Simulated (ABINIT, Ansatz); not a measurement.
## CsLiMoO4 (F-43m): G0W0 with ABINIT, start to end

It takes space group F-43m (No. 216, cubic). Conventional cell: a = 8.392 Å, b = 8.392 Å, c = 8.392 Å, α = 90.00°, β = 90.00°, γ = 90.00°. Nearest to Cs lie 12 O at 3.49 Å. Nearest to Li lie 4 O at 1.87 Å. Nearest to Mo lie 4 O at 1.76 Å. Nearest to O lie 1 Mo at 1.76 Å and 1 Li at 1.87 Å and 3 Cs at 3.49 Å. Farther neighbours, and contacts between anions beyond the nearest, are not listed.

| Quantity | Value |
| --- | --- |
| method | RPA screening on LDA, plane waves, norm-conserving pseudopotentials (and 2 further levels or steps) |
| program | ABINIT 10.8.3 |
| settings | cutoff 36 Ha, PseudoDojo scalar-relativistic 0.4.1 standard, norm-conserving, ngkpt (2, 2, 2), nband 97, ecuteps 3.6 Ha, inclvkb 2, shiftk (0, 0, 0), symchi 1, awtr 1, frequency ppm, 2×2×2 k-mesh |
| cost | 5 runs, 3.3 min in all on 4 MPI ranks of Arm Neoverse V1, shared host |
| notes | The program’s warnings: nproc spkpt=  >= nkpt= * nsppol=. The cell and positions are those that the Materials Project relaxed with its own functionals (PBE, PBE+U or r2SCAN), kept fixed. Limits: no spin-orbit coupling. The 2×2×2 mesh is coarse for this cell, which bears on the long-range parts of exchange and screening. |
| LDA gap | 4.43 eV, indirect |
| G0W0 gap on the mesh | 6.19 eV |
| GW settings | 2×2×2 mesh, 97 bands, screening to 98 eV, Godby-Needs plasmon pole |
| known limits | short of the basis limit; no spin-orbit coupling; coarse k mesh |

G0W0 moves the gap on the mesh from 4.43 eV to 6.19 eV (+1.75 eV), with Z of 0.77 and 0.88 at the edges. Local fields lower the RPA ε∞ on this mesh from 3.30 to 2.48; a Γ-centred mesh this coarse tends to raise both, most where the direct gap is narrow, while a short band sum lowers them.

[Paths, hosts, dates, memory and timing lines, banners, echoed tables and standing remarks are left out of the program output; an Ansatz launch command may be rebuilt from the run's recorded settings. Measured values are a selection of at most five: reports struck by readers or far from the other reports are left out. None is set beside runs whose start may be inverted or whose files or cutoffs have a known fault.]

[Runs of the session that timed out or met a known fault of the program may be left out.]

[Hosts, paths, dates, database ids (printed as entryN), source tags and the programs' standing remarks are cut or masked in the printed files.]

[G0W0 gaps are taken among the corrected bands and points alone; a level outside them can change the order at an edge.]

[Where Ansatz stands beside ABINIT at settings called matched, ABINIT's density can come from a denser mesh and the files from another edition; pairs whose starting gaps differed by over 0.03 eV were left out, so agreement reads better than it is.]
